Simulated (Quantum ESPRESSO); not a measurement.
# Magnetic state of MnO (Manganosite) from several starts

Wanted: the moments of MnO (Manganosite) and the energy of each order that was tried.

Calculated with Quantum ESPRESSO 7.5; PBEsol; plane waves with GBRV 1.5 PBEsol potentials, no spin-orbit coupling.

**1. Set-up**

Symmetry: Fm-3m, No. 225, cubic system. The conventional cell has a = 4.446 Å, b = 4.446 Å, c = 4.446 Å, α = 90.00°, β = 90.00°, γ = 90.00°. Nearest to Mn lie 6 O at 2.22 Å. Nearest to O lie 6 Mn at 2.22 Å. Farther neighbours and most contacts between anions are not listed.

The cell comes from the Crystallography Open Database.

**2. Run 1, typed as ferro +**

The signs are those of the starting moments on the seeded atoms, the atoms that are given a moment.

Input file pw.in:

```
&CONTROL
  calculation = 'scf'
  prefix = 'pwscf'
  outdir = './tmp'
  pseudo_dir = './pseudo'
  disk_io = 'nowf'
/
&SYSTEM
  ibrav = 0
  nat = 2
  ntyp = 2
  ecutwfc = 40
  ecutrho = 280
  nbnd = 19
  occupations = 'smearing'
  smearing = 'fd'
  degauss = 0.00367493
  nspin = 2
  starting_magnetization(1) = 0.3
  starting_magnetization(2) = 0
/
&ELECTRONS
  conv_thr = 4d-09
  electron_maxstep = 150
  mixing_beta = 0.3
/
ATOMIC_SPECIES
Mn     54.9380 mn_pbesol_v1.5.uspp.F.UPF
O      15.9990 o_pbesol_v1.2.uspp.F.UPF
CELL_PARAMETERS angstrom
   0.0000000000    2.2230000000    2.2230000000
   2.2230000000    0.0000000000    2.2230000000
   2.2230000000    2.2230000000    0.0000000000
ATOMIC_POSITIONS crystal
Mn      0.0000000000    0.0000000000    0.0000000000
O       0.5000000000    0.5000000000    0.5000000000
K_POINTS automatic
8 8 8 0 0 0
```

On the command line:

```sh
$ OMP_NUM_THREADS=1 mpirun -n 4 pw.x -nk 4 -in pw.in > pw.out
```

The log of the run:

```text
Program PWSCF v.7.5 starts

     Message from routine setup:
     using ibrav=0 with symmetry is DISCOURAGED, use correct ibrav instead

     K-points division:     npool     =       4
     Subspace diagonalization in iterative solution of the eigenvalue problem:

     G-vector sticks info
     --------------------
     sticks:   dense  smooth     PW     G-vecs:    dense   smooth      PW
     Sum         673     379    121                11791     5029     941

     Using Slab Decomposition

     bravais-lattice index     =            0
     lattice parameter (alat)  =       5.9409  a.u.
     unit-cell volume          =     148.2672 (a.u.)^3
     number of atoms/cell      =            2
     number of atomic types    =            2
     number of electrons       =        21.00
     number of Kohn-Sham states=           19
     kinetic-energy cutoff     =      40.0000  Ry
     charge density cutoff     =     280.0000  Ry
     scf convergence threshold =      4.0E-09
     mixing beta               =       0.3000
     number of iterations used =            8  plain     mixing
     Exchange-correlation= SLA  PW   PSX  PSC
                           (   1   4  10   8   0   0   0)

     celldm(1)=   5.940915  celldm(2)=   0.000000  celldm(3)=   0.000000
     celldm(4)=   0.000000  celldm(5)=   0.000000  celldm(6)=   0.000000

     crystal axes: (cart. coord. in units of alat)
               a(1) = (   0.000000   0.707107   0.707107 )
               a(2) = (   0.707107   0.000000   0.707107 )
               a(3) = (   0.707107   0.707107   0.000000 )

     reciprocal axes: (cart. coord. in units 2 pi/alat)
               b(1) = ( -0.707107  0.707107  0.707107 )
               b(2) = (  0.707107 -0.707107  0.707107 )
               b(3) = (  0.707107  0.707107 -0.707107 )

     PseudoPot. # 1 for Mn read from file:
     mn_pbesol_v1.5.uspp.F.UPF
     Pseudo is Ultrasoft + core correction, Zval = 15.0
     Generated by new atomic code, or converted to UPF format
     Using radial grid of  859 points,  6 beta functions with:
                l(1) =   0
                l(2) =   0
                l(3) =   1
                l(4) =   1
                l(5) =   2
                l(6) =   2
     Q(r) pseudized with  8 coefficients,  rinner =    0.950   0.950   0.950
                                                       0.950   0.950

     PseudoPot. # 2 for O  read from file:
     o_pbesol_v1.2.uspp.F.UPF
     Pseudo is Ultrasoft + core correction, Zval =  6.0
     Generated by new atomic code, or converted to UPF format
     Using radial grid of  737 points,  5 beta functions with:
                l(1) =   0
                l(2) =   0
                l(3) =   1
                l(4) =   1
                l(5) =   2
     Q(r) pseudized with  8 coefficients,  rinner =    0.900   0.900   0.900
                                                       0.900   0.900

     atomic species   valence    mass     pseudopotential
     Mn               15.00    54.93800     Mn( 1.00)
     O                 6.00    15.99900     O ( 1.00)

     Starting magnetic structure
     atomic species   magnetization
     Mn              0.300
     O               0.000

     48 Sym. Ops., with inversion, found

   Cartesian axes

     site n.     atom                  positions (alat units)
         1        Mn     tau(   1) = (   0.0000000   0.0000000   0.0000000  )
         2        O      tau(   2) = (   0.7071068   0.7071068   0.7071068  )

     number of k points=    29  Fermi-Dirac smearing, width (Ry)=  0.0037
                       cart. coord. in units 2pi/alat
        k(    1) = (   0.0000000   0.0000000   0.0000000), wk =   0.0019531
        k(    2) = (   0.0883883   0.0883883  -0.0883883), wk =   0.0156250
        k(    3) = (   0.1767767   0.1767767  -0.1767767), wk =   0.0156250
        k(    4) = (   0.2651650   0.2651650  -0.2651650), wk =   0.0156250
        k(    5) = (  -0.3535534  -0.3535534   0.3535534), wk =   0.0078125
        [... 24 further k-points ...]

     Dense  grid:    11791 G-vectors     FFT dimensions: (  32,  32,  32)

     Smooth grid:     5029 G-vectors     FFT dimensions: (  24,  24,  24)

     Check: negative core charge=   -0.000053
     Generating pointlists ...
     new r_m :   0.2917 (alat units)  1.7329 (a.u.) for type    1
     new r_m :   0.2917 (alat units)  1.7329 (a.u.) for type    2

     Initial potential from superposition of free atoms

     starting charge      20.4999, renormalised to      21.0000
     Starting wfcs are   17 randomized atomic wfcs +    2 random wfcs

     Self-consistent Calculation

     iteration #  1     ecut=    40.00 Ry     beta= 0.30
     Davidson diagonalization with overlap
     ethr =  1.00E-02,  avg # of iterations =  4.9

     total energy              =    -243.15142079 Ry
     estimated scf accuracy    <       0.71660295 Ry

     total magnetization       =     4.51 Bohr mag/cell
     absolute magnetization    =     4.51 Bohr mag/cell

     iteration #  2     ecut=    40.00 Ry     beta= 0.30
     Davidson diagonalization with overlap
     ethr =  3.41E-03,  avg # of iterations =  1.5

     total energy              =    -243.31685304 Ry
     estimated scf accuracy    <       0.06782778 Ry

     total magnetization       =     4.60 Bohr mag/cell
     absolute magnetization    =     4.60 Bohr mag/cell

     iteration #  3     ecut=    40.00 Ry     beta= 0.30
     Davidson diagonalization with overlap
     ethr =  3.23E-04,  avg # of iterations =  1.4

     total energy              =    -243.32924529 Ry
     estimated scf accuracy    <       0.01064384 Ry

     total magnetization       =     4.67 Bohr mag/cell
     absolute magnetization    =     4.67 Bohr mag/cell

     [... further iterations left out ...]

     iteration #  8     ecut=    40.00 Ry     beta= 0.30
     Davidson diagonalization with overlap
     ethr =  2.13E-08,  avg # of iterations =  2.0

     negative rho (up, down):  0.000E+00 4.346E-04

     total energy              =    -243.33182034 Ry
     estimated scf accuracy    <       0.00000040 Ry

     total magnetization       =     4.76 Bohr mag/cell
     absolute magnetization    =     4.76 Bohr mag/cell

     iteration #  9     ecut=    40.00 Ry     beta= 0.30
     Davidson diagonalization with overlap
     ethr =  1.90E-09,  avg # of iterations =  2.0

     negative rho (up, down):  0.000E+00 4.349E-04

     total energy              =    -243.33182060 Ry
     estimated scf accuracy    <       0.00000001 Ry

     total magnetization       =     4.76 Bohr mag/cell
     absolute magnetization    =     4.76 Bohr mag/cell

     iteration # 10     ecut=    40.00 Ry     beta= 0.30
     Davidson diagonalization with overlap
     ethr =  6.56E-11,  avg # of iterations =  2.3

     negative rho (up, down):  0.000E+00 4.346E-04

     total energy              =    -243.33182064 Ry
     estimated scf accuracy    <       0.00000002 Ry

     total magnetization       =     4.76 Bohr mag/cell
     absolute magnetization    =     4.76 Bohr mag/cell

     iteration # 11     ecut=    40.00 Ry     beta= 0.30
     Davidson diagonalization with overlap
     ethr =  6.56E-11,  avg # of iterations =  2.1

     negative rho (up, down):  0.000E+00 4.345E-04

     Magnetic moment per site  (integrated on atomic sphere of radius R)
     atom   1 (R=0.292)  charge= 12.5939  magn=  4.0354
     atom   2 (R=0.292)  charge=  5.9134  magn=  0.2292

     End of self-consistent calculation

     [... lines left out ...]
     the Fermi energy is    13.1456 ev

!    total energy              =    -243.33182067 Ry
     estimated scf accuracy    <          2.1E-10 Ry
     smearing contrib. (-TS)   =      -0.00061313 Ry
     internal energy E=F+TS    =    -243.33120755 Ry

     The total energy is F=E-TS. E is the sum of the following terms:
     one-electron contribution =    -109.40629360 Ry
     hartree contribution      =      65.56380294 Ry
     xc contribution           =     -33.71307440 Ry
     ewald contribution        =    -165.77564249 Ry

     total magnetization       =     4.76 Bohr mag/cell
     absolute magnetization    =     4.76 Bohr mag/cell

     convergence has been achieved in  11 iterations

=------------------------------------------------------------------------------=
   JOB DONE.
=------------------------------------------------------------------------------=
```

Wall time 3.9 s (4 MPI ranks of Intel Xeon 6975P-C (Granite Rapids), shared host); peak memory 0.28 GiB; 13 s of CPU time.

Spin moment in the atom's sphere by atom:

```tsv
atom	spin moment in the atom's sphere (μB)
Mn1	4.04
O2	0.23
```

Read from the output:

| Property | Result |
| --- | --- |
| smearing term TS | 0.008342 eV |
| magnetization | 4.76 μB |
| absolute magnetization | 4.76 μB |
| final state | ferromagnetic |

Spin density in the ac plane of the conventional cell at fractional y = 0.000, with atoms of Mn and O within 0.2 Å of it.

Ten even steps from '_' (0.0 e/Å³) to '@' (6.7 e/Å³), each cell a mean:
```
%%--____________________..**
::..______________________..
____________________________
____________________________
____________________________
__________..--++::__________
__________::%%@@++__________
__________..**%%--__________
____________..::..__________
____________________________
____________________________
____________________________
++::____________________..--
@@++____________________::%%
```
Columns run along a (4.4 Å), rows up along c (4.4 Å), edges of the conventional cell, whose origin can differ from the input's. Atoms in or near the plane, at fractional coordinates: Mn at (0.00, 0.00), Mn at (0.50, 0.50), O at (0.50, 0.00), O at (0.00, 0.50).

Valence density in the ac plane of the conventional cell at fractional y = 0.000, with atoms of Mn and O within 0.2 Å of it. It is the smooth field of the valence electrons, not physical close to the nuclei.

Ten even steps from '_' (0 e/Å³) to '@' (17 e/Å³), each cell a mean:
```
@@++______..::--..______::%%
--..________....__________::
____________________________
____________________________
____________________________
::..______..++##--________..
--::______--@@%%##______..--
--..______::%%@@++______..::
..__________::--..________..
____________________________
____________________________
____________________________
##--________..::..______..++
%%##______..----::______--@@
```
Columns run along a (4.4 Å), rows up along c (4.4 Å), edges of the conventional cell, whose origin can differ from the input's. Atoms in or near the plane, at fractional coordinates: Mn at (0.00, 0.00), Mn at (0.50, 0.50), O at (0.50, 0.00), O at (0.00, 0.50).

(Part 1 of 2 ends here.)

[Logs and program files are shortened in this print: banners, set-up blocks, solver, clock and traceback lines can be left out without a mark of their own.]

[Logs are printed without paths, hosts, clocks, repeated set-up lines and the standing remarks that a program may print on its own settings, such as how far it seeks lower states.]

[Hosts, paths, dates, database ids (printed as entryN), source tags and the programs' standing remarks are cut or masked in the printed files.]

[Where a cell is said to come from a database of computed structures, the database is the Materials Project.]
